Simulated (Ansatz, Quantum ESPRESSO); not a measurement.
## MgZrO3 (Pm-3m): zone-centre phonons

Which modes does MgZrO3 (Pm-3m) have at the zone centre?

Method: DFT LDA, scalar-relativistic, plane waves, GBRV ultrasoft pseudopotentials, in Quantum ESPRESSO 7.5.

This is a report of a sequence of runs, with most program output left out.

The structure was built from a prototype and need not be the compound's stable phase.

**1. The structure**

It takes space group Pm-3m (No. 221, cubic). The conventional cell has a = 3.588 Å, b = 3.588 Å, c = 3.588 Å, α = 90.00°, β = 90.00°, γ = 90.00°. Nearest to Mg lie 12 O at 2.54 Å. Nearest to Zr lie 6 O at 1.79 Å. Nearest to O lie 2 Zr at 1.79 Å and 4 Mg at 2.54 Å. Farther neighbours and most contacts between anions are not listed.

Structure file:

```cif
data_structure
_symmetry_space_group_name_H-M 'P 1'
_symmetry_Int_Tables_number 1
_cell_length_a 3.5883
_cell_length_b 3.5883
_cell_length_c 3.5883
_cell_angle_alpha 90.000
_cell_angle_beta 90.000
_cell_angle_gamma 90.000
_cell_volume 46.20
loop_
_atom_site_label
_atom_site_type_symbol
_atom_site_fract_x
_atom_site_fract_y
_atom_site_fract_z
_atom_site_occupancy
Mg1 Mg 0.00000 0.00000 0.00000 1
Zr2 Zr 0.50000 0.50000 0.50000 1
O3 O 0.00000 0.50000 0.50000 1
O4 O 0.50000 0.00000 0.50000 1
O5 O 0.50000 0.50000 0.00000 1
```

**2. A probe with smearing**

Before anything dear is run, a loose run with smearing shows whether this is a metal and how far the cell is from rest.

File probe.in:

```
&control
   calculation = 'scf'
   prefix = 'x'
   outdir = './tmp'
   pseudo_dir = './pseudo'
   tprnfor = .true.
   tstress = .true.
   verbosity = 'high'
/
&system
   ibrav = 1
   celldm(1) = 6.78088536
   nat = 5
   ntyp = 3
   ecutwfc = 45.0
   ecutrho = 270.0
   occupations = 'smearing'
   smearing = 'gaussian'
   degauss = 0.01
/
&electrons
   conv_thr = 1.0d-07
   mixing_beta = 0.7
   electron_maxstep = 100
/
ATOMIC_SPECIES
 Mg     24.3050  Mg.upf
 Zr     91.2240  Zr.upf
 O      15.9990  O.upf
ATOMIC_POSITIONS crystal
 Mg     0.000000000   0.000000000   0.000000000
 Zr     0.500000000   0.500000000   0.500000000
 O      0.000000000   0.500000000   0.500000000
 O      0.500000000   0.000000000   0.500000000
 O      0.500000000   0.500000000   0.000000000
K_POINTS automatic
 6 6 6 0 0 0
```

Run with:

```
$ OMP_NUM_THREADS=1 mpirun -n 4 pw.x -nk 4 -in probe.in > probe.out
```

Wall time 4 s (4 MPI ranks of Arm Neoverse V2, shared host).

Read from the output:

```
volume per atom   : 9.240 Å³
pressure          : 132.3 GPa
gap on the k-mesh : 0.6566 eV
```

A gap of 0.66 eV opens on this mesh, so the crystal is taken as an insulator; the start stands at 132 GPa.

**3. Relaxation**

The relaxation runs at a cutoff a fifth above that of the response, since stress converges more slowly with the basis than frequencies do. Forces and stress are brought to rest with tight thresholds.

File relax.in:

```
&control
   calculation = 'vc-relax'
   prefix = 'x'
   outdir = './tmp'
   pseudo_dir = './pseudo'
   tprnfor = .true.
   tstress = .true.
   forc_conv_thr = 2.0d-05
   etot_conv_thr = 1.0d-07
   nstep = 40
/
&system
   ibrav = 1
   celldm(1) = 6.78088536
   nat = 5
   ntyp = 3
   ecutwfc = 54
   ecutrho = 324.0
   occupations = 'fixed'
   nbnd = 22
/
&electrons
   conv_thr = 1.0d-11
   mixing_beta = 0.7
   electron_maxstep = 100
/
&ions
/
&cell
   press_conv_thr = 0.2
/
ATOMIC_SPECIES
 Mg     24.3050  Mg.upf
 Zr     91.2240  Zr.upf
 O      15.9990  O.upf
ATOMIC_POSITIONS crystal
 Mg     0.000000000   0.000000000   0.000000000
 Zr     0.500000000   0.500000000   0.500000000
 O      0.000000000   0.500000000   0.500000000
 O      0.500000000   0.000000000   0.500000000
 O      0.500000000   0.500000000   0.000000000
K_POINTS automatic
 6 6 6 0 0 0
```

Run with:

```
$ OMP_NUM_THREADS=1 mpirun -n 4 pw.x -nk 4 -in relax.in > relax.out
```

Run time: 33 s. Hardware: 4 MPI ranks; 2.2 min of CPU time.

The steps of the relaxation:

| step | energy less that of the first step (eV) | largest force (eV/Å) | pressure (GPa) | volume (Å³) |
| --- | --- | --- | --- | --- |
| 1 | 0.0000 | 0.0000 | 132.23 | 46.20 |
| 2 | -6.0337 | 0.0000 | -6.15 | 68.74 |
| 3 | -6.0744 | 0.0000 | -2.80 | 67.28 |
| 4 | -6.0839 | 0.0000 | 0.18 | 66.12 |
| 5 | -6.0840 | 0.0000 | -0.01 | 66.19 |
| 6 | -6.0840 | 0.0000 | 0.00 | 66.19 |
| 7 | -6.1095 | 0.0000 | -0.16 | 66.19 |

| cell as run | before | after | change |
| --- | --- | --- | --- |
| a (Å) | 3.588 | 4.045 | +12.7 % |
| b (Å) | 3.588 | 4.045 | +12.7 % |
| c (Å) | 3.588 | 4.045 | +12.7 % |
| volume (Å³/atom) | 9.24 | 13.24 | +43.3 % |

The relaxed structure:

```
Mg Zr O
1.0
     4.04507    0.00000    0.00000
     0.00000    4.04507    0.00000
     0.00000    0.00000    4.04507
Mg Zr O
1 1 3
Direct
  0.00000 0.00000 0.00000
  0.50000 0.50000 0.50000
  0.00000 0.50000 0.50000
  0.50000 0.00000 0.50000
  0.50000 0.50000 0.00000
```

The last row of the table of steps is pw.x's closing run on a basis chosen anew for the final cell, so its energy can jump.

Numbers from this step:

* volume per atom: 13.24 Å³
* pressure: -0.158 GPa
* gap on the k-mesh: 0.7573 eV

The volume changes by +43.3 % from the cell with which this run began.

**4. Relaxing the cell and atoms**

A variable-cell run keeps the plane waves of its start, so its end shows a stress on a fresh basis; a second run from that cell removes it.

Edit relax.in of step 3 so:

```diff
@@ -13,3 +13,3 @@
    ibrav = 1
-   celldm(1) = 6.78088536
+   celldm(1) = 7.64408261
    nat = 5
```

It took 27 s on 4 MPI ranks.

Little changed from the start: no atom moved by 0.005 Å and no cell edge by 0.1 %.

The last row of the table of steps is pw.x's closing run on a basis chosen anew for the final cell, so its energy can jump.

This step gave:

```yaml
volume_per_atom: 13.23 Å³
pressure: 0 GPa
gap_on_the_k_mesh: 0.7598 eV
```

**5. Ground state**

Perturbation theory inherits every error of the wavefunctions, so the threshold is set near the limit of the arithmetic. With a gap, occupations are fixed, which also allows the response to an electric field.

File scf.in:

```
&control
   calculation = 'scf'
   prefix = 'x'
   outdir = './tmp'
   pseudo_dir = './pseudo'
   tprnfor = .true.
   tstress = .true.
/
&system
   ibrav = 1
   celldm(1) = 7.64181792
   nat = 5
   ntyp = 3
   ecutwfc = 45.0
   ecutrho = 270.0
   occupations = 'fixed'
   nbnd = 22
/
&electrons
   conv_thr = 1.0d-12
   mixing_beta = 0.7
   electron_maxstep = 100
/
ATOMIC_SPECIES
 Mg     24.3050  Mg.upf
 Zr     91.2240  Zr.upf
 O      15.9990  O.upf
ATOMIC_POSITIONS crystal
 Mg     0.000000000   0.000000000   0.000000000
 Zr     0.500000000   0.500000000   0.500000000
 O      0.000000000   0.500000000   0.500000000
 O      0.500000000   0.000000000   0.500000000
 O      0.500000000   0.500000000   0.000000000
K_POINTS automatic
 6 6 6 0 0 0
```

Run with:

```
$ OMP_NUM_THREADS=1 mpirun -n 4 pw.x -nk 4 -in scf.in > scf.out
```

It took 8.2 s on 4 MPI ranks; 32 s of CPU time.

This step gave:

```yaml
pressure: 0.07000 GPa
gap_on_the_k_mesh: 0.7592 eV
```

The cell stands at 0.070 GPa, close enough for phonons.

**6. Linear response at Γ**

At q = 0 one unit cell holds all displacements; symmetry groups them into irreducible representations that are solved one by one. The response to a field gives ε∞ and the Born charges, which polar modes need.

File ph.in:

```
phonons
&inputph
   prefix = 'x'
   outdir = './tmp'
   fildyn = 'g.dyn'
   tr2_ph = 1.0d-18
   epsil = .true.
/
0.000000000000 0.000000000000 0.000000000000
```

Run with:

```
$ OMP_NUM_THREADS=1 mpirun -n 4 ph.x -nk 4 -in ph.in > ph.out
```

It took 5.1 min on 4 MPI ranks; 21 min of CPU time.

Numbers from this step:

```yaml
miss_of_the_charge_sum_rule: 0.02887 e
largest_acoustic_frequency_at_the_zone_centre_before_the_sum_rule: -8.72 cm⁻¹
highest_optical_zone_centre_mode_no_lo_to_term: 667.8 cm⁻¹
lowest_optical_zone_centre_mode: -268.6 cm⁻¹
mean_high_frequency_dielectric_constant: 5.329
largest_born_charge_in_size_third_of_the_trace: 5.798 e
```

Born charge (rows field, columns displacement), before the sum rule (e), principal values of the symmetric part by kind of site:

| atom | atoms with these values | low | middle | high | mean |
| --- | --- | --- | --- | --- | --- |
| Mg1 | 1 | 2.69 | 2.69 | 2.69 | 2.69 |
| Zr2 | 1 | 5.80 | 5.80 | 5.80 | 5.80 |
| O3 | 3 | -4.93 | -1.79 | -1.79 | -2.84 |

In full for Mg1:

```
2.69 0.00 0.00
0.00 2.69 0.00
0.00 0.00 2.69
```

High-frequency dielectric tensor:

```
5.33 0.00 0.00
0.00 5.33 0.00
0.00 0.00 5.33
```

The acoustic modes at Γ come out as far as 8.7 cm⁻¹ from zero, where they should vanish, a small numerical error; the Born charges miss their sum rule by 0.029 e, which is fair. The lowest optical mode is imaginary, 269i cm⁻¹, an instability at this level and on this k mesh.

**7. Zone-centre analysis**

A rigid shift of the crystal must cost nothing, but grids and finite bases break this; the acoustic sum rule is imposed before the matrix is diagonalised again. With Born charges the intensities follow; a static dielectric tensor has no meaning with imaginary modes.

File dynmat.in:

```
&input
   fildyn = 'g.dyn'
   asr = 'simple'
   fileig = 'dynmat.eig'
   lperm = .true.
/
```

Run with:

```
$ dynmat.x -in dynmat.in > dynmat.out
```

Elapsed: 0.47 s, on 1 thread.

Numbers from this step:

- highest optical zone-centre mode (no LO-TO term): 667.9 cm⁻¹
- lowest optical zone-centre mode: -268.3 cm⁻¹

Unit eigenvectors of the mass-weighted matrix after the sum rule; no LO-TO term. Modes at Γ, with each element's share of the kinetic energy (negative means imaginary):

```csv
mode,frequency (cm⁻¹),Mg %,Zr %,O %
1,-268.3,56,0,44
2,-268.3,56,0,44
3,-268.3,56,0,44
4,-234.5,0,0,100
5,-234.5,0,0,100
6,-234.5,0,0,100
7,0.0,15,56,29
8,0.0,15,56,29
9,0.0,15,56,29
10,179.8,29,38,33
11,179.8,29,38,33
12,179.8,29,38,33
13,667.8,0,6,94
14,667.8,0,6,94
15,667.8,0,6,94
```

Displacements in mode 1 (-268.3 cm⁻¹), the largest set to 1:
```
Mg1  0.00  0.03  1.00
Zr2  0.00  0.00  0.03
O3   0.00 -0.02 -0.77
O4   0.00  0.00 -0.77
O5   0.00 -0.02 -0.18
```

Displacements in mode 11 (179.8 cm⁻¹), the largest set to 1:
```
Mg1  0.00  0.00 -1.00
Zr2  0.00  0.00  0.58
O3   0.00  0.00 -0.92
O4   0.00  0.00 -0.92
O5   0.00  0.00  0.03
```

Degenerate modes summed, no LO-TO term; imaginary modes left out. Infrared lines, with heights relative to the strongest:

```
position (cm⁻¹)  lines merged  IR intensity, relative
            180             3                      12
            668             3                     100
```

The rule also moves an optical mode by 0.3 cm⁻¹.

**8. Sum rules set otherwise: a sum rule for molecules or wires on a crystal**

This rule also removes rotations, which suits wires and not a crystal; it is tried to see the harm.

File dynmat.in:

```
&input
   fildyn = 'g.dyn'
   asr = 'one-dim'
   fileig = 'dynmat.eig'
   lperm = .true.
/
```

Run with:

```
$ dynmat.x -in dynmat.in > dynmat.out
```

It took 0.47 s on 1 thread.

The run ended normally, but on settings that are not sound.

The fault: a sum rule for molecules or wires on a crystal; 1 optical mode is projected out to zero frequency, as if it were a rotation.

For a crystal the rule has to be 'simple' or 'crystal'.

Zone-centre frequencies as printed; negative means imaginary. Modes:

```csv
mode,frequency (cm⁻¹)
1,-268.6
2,-268.6
3,-264.9
4,-234.9
5,-234.9
6,0
7,0
8,0
9,0
10,99.18
11,179.6
12,179.6
13,632.7
14,667.8
15,667.8
```

**9. Sum rules set otherwise (asr no)**

Without the rule the raw error of the acoustic modes shows.

File dynmat.in:

```
&input
   fildyn = 'g.dyn'
   asr = 'no'
   fileig = 'dynmat.eig'
   lperm = .true.
/
```

Run with:

```
$ dynmat.x -in dynmat.in > dynmat.out
```

Run time: 0.47 s. Hardware: 1 thread.

This step gave:

* highest optical zone-centre mode (no LO-TO term): 667.8 cm⁻¹
* lowest optical zone-centre mode: -268.6 cm⁻¹

Zone-centre frequencies as printed; negative means imaginary. Modes:

```
mode  frequency (cm⁻¹)
   1            -268.6
   2            -268.6
   3            -268.6
   4            -234.9
   5            -234.9
   6            -234.9
   7             -8.72
   8             -8.72
   9             -8.72
  10             179.5
  11             179.5
  12             179.5
  13             667.8
  14             667.8
  15             667.8
```

Against the first rule no mode moves by more than 8.8 cm⁻¹.

**10. The LO-TO splitting (1 0 0)**

A longitudinal polar mode sets up a macroscopic field that stiffens it; the term hangs on the direction from which q goes to zero.

File dynmat.in:

```
&input
   fildyn = 'g.dyn'
   asr = 'simple'
   fileig = 'dynmat.eig'
   q(1) = 1.0
   q(2) = 0.0
   q(3) = 0.0
/
```

Run with:

```
$ dynmat.x -in dynmat.in > dynmat.out
```

It took 0.47 s on 1 thread.

Numbers from this step:

```yaml
highest_mode_moved_by_the_lo_to_term: 836.7 cm⁻¹
```

Zone-centre frequencies as printed; negative means imaginary. Modes:

```csv
mode,frequency (cm⁻¹)
1,-268.3
2,-268.3
3,-234.5
4,-234.5
5,-234.5
6,-81.18
7,0
8,0
9,0
10,179.8
11,179.8
12,271.4
13,667.9
14,667.9
15,836.7
```

The field moves 3 modes; the highest of them now lies at 837 cm⁻¹, where the highest that moved away lay at 668.

**11. A second program**

The same cell goes through another code, with its own cutoff. The potentials differ. Its k mesh is centred on Γ.

This step: DFT LDA, scalar-relativistic, plane waves, PseudoDojo norm-conserving pseudopotentials (Ansatz 0.2.0).

File input.yaml:

```yaml
crystal:
  lattice:
    - [4.0438758934, 0.0, 0.0]
    - [0.0, 4.0438758934, 0.0]
    - [0.0, 0.0, 4.0438758934]
  atoms:
    - { symbol: Mg, position: [0.0, 0.0, 0.0] }
    - { symbol: Zr, position: [0.5, 0.5, 0.5] }
    - { symbol: O, position: [0.0, 0.5, 0.5] }
    - { symbol: O, position: [0.5, 0.0, 0.5] }
    - { symbol: O, position: [0.5, 0.5, 0.0] }
kpoints:
  mp_grid: { grid: [6, 6, 6] }
hamiltonian:
  xc: lda
  pseudopotentials: { kind: nc, accuracy: standard }
scf:
  occupations: { method: fixed }
output:
  eigenvalues: true
phonons:
  method: dfpt
  dielectric: true
  rigid_motions: translations
  raman: true
```

Run with:

```
$ ansatz run input.yaml --threads 4 --pin off --max-ram 8192MiB --backend cpu --events-out ev --progress --plain --runs-dir out
```

Run time: 3.9 min. Hardware: 4 threads; peak memory 2.1 GiB; 15 min of CPU time.

Read from the output:

| Item | Value |
| --- | --- |
| gap on the k-mesh | 0.7769 eV |
| sum-rule residual before enforcement | 3.53e-4 eV/Å² |
| miss of the charge sum rule | 0.001274 e |
| estimated error of the dielectric tensor | 0.02079 |
| estimated error of the Born charges | 0.05766 e |
| highest optical zone-centre mode (no LO-TO term) | 664.8 cm⁻¹ |
| lowest optical zone-centre mode | -268.5 cm⁻¹ |
| mean high-frequency dielectric constant | 5.167 |
| largest Born charge in size (third of the trace) | 5.826 e |
| highest mode moved by the LO-TO term | 840.6 cm⁻¹ |

Transverse modes; imaginary modes left out. Lines of the infrared spectrum (strongest = 100):

| position (cm⁻¹) | label | IR intensity ((D/Å)²/amu), degenerate modes summed, relative |
| --- | --- | --- |
| 181 | T1u | 13 |
| 665 | T1u | 100 |

The log warns that the force constants on this k mesh are to be taken as unconverged.

**12. The two compared: QE GBRV and Ansatz, PseudoDojo**

Numbers from this step:

- root-mean-square difference: 1.66 cm⁻¹
- largest difference: 3.07 cm⁻¹

The 12 of 12 modes that differ most. Frequencies side by side:

```csv
q (reciprocal lattice),mode,QE GBRV (cm⁻¹),"Ansatz, PseudoDojo (cm⁻¹)"
0 0 0,1,-268.3,-268.5
0 0 0,2,-268.3,-268.5
0 0 0,3,-268.3,-268.5
0 0 0,4,-234.5,-233.8
0 0 0,5,-234.5,-233.8
0 0 0,6,-234.5,-233.8
0 0 0,10,179.8,180.8
0 0 0,11,179.8,180.8
0 0 0,12,179.8,180.8
0 0 0,13,667.9,664.8
0 0 0,14,667.9,664.8
0 0 0,15,667.9,664.8
```

The two runs side by side. Further quantities:

```
                                                                               quantity  QE GBRV  Ansatz, PseudoDojo
                                                                                mean ε∞    5.329               5.167
largest Born charge in size (e; the first before, the second after the charge sum rule)    5.798               5.826
                                                       summed IR intensity ((D/Å)²/amu)    178.8               179.4
```

At the zone centre the largest difference (acoustic modes at Γ apart) is 0.5 % of the highest mode; ε∞ differs by 3.1 %.

**13. Summary of results**

```yaml
space_group_after_relaxation: Pm-3m
volume_per_atom: 13.2 Å³
gap_on_the_k_mesh: 0.759 eV
highest_optical_zone_centre_mode_no_lo_to_term: 667.9 cm⁻¹
lowest_optical_zone_centre_mode: -268.3 cm⁻¹
highest_mode_moved_by_the_lo_to_term_probably_not_converged_in_the_k_mesh: 836.7 cm⁻¹
mean_high_frequency_dielectric_constant_probably_not_converged_in_the_k_mesh: 5.33
largest_born_charge_in_size_third_of_the_trace_probably_not_converged_in_the_k_mesh: 5.80 e
imaginary_optical_modes_at_the_zone_centre_no_q_mesh_in_this_session: yes
largest_difference_from_ansatz_pseudodojo: 3.07 cm⁻¹
```

What this shows: At the LDA level the optical modes of MgZrO3 (Pm-3m) at the zone centre (no LO-TO term) run from 268i to 668 cm⁻¹, so the structure is a saddle point, with 6 modes beyond 10i cm⁻¹ there. The relaxation gained more than 0.3 eV an atom, so the start was far from this structure and its bonding may have changed. Along the directions run, the highest mode that the macroscopic field moves lies at 837 cm⁻¹. ε∞, the Born charges and what follows from them are probably not converged in the k mesh. Of the 12 optical modes, 9 are infrared active alone and 3 are silent. QE GBRV and Ansatz, PseudoDojo differ by 1.7 cm⁻¹ in the root mean square and by 3.1 cm⁻¹ at most, 0.5 % of the highest mode compared (acoustic modes at Γ left out); the two use different potentials, and the cell was not relaxed for the second set. The highest LO mode, which hangs on the field response, is 837 against 841 cm⁻¹. These are harmonic frequencies at zero temperature: anharmonic shifts and linewidths and thermal expansion are left out. The LDA runs differ in the fit of the correlation energy, Perdew-Zunger in some and Perdew-Wang in others. Ansatz's log warns that force constants on this k mesh are to be taken as unconverged, an error that the frequencies of both programs share. The structure is a hypothetical one, built on a prototype.

[Host names and launcher messages were left out of these logs when they were recorded.]

[Logs are printed without paths, hosts, clocks, repeated set-up lines and the standing remarks that a program may print on its own settings, such as how far it seeks lower states.]

[Hosts, paths, dates, database ids (printed as entryN), source tags and the programs' standing remarks are cut or masked in the printed files.]
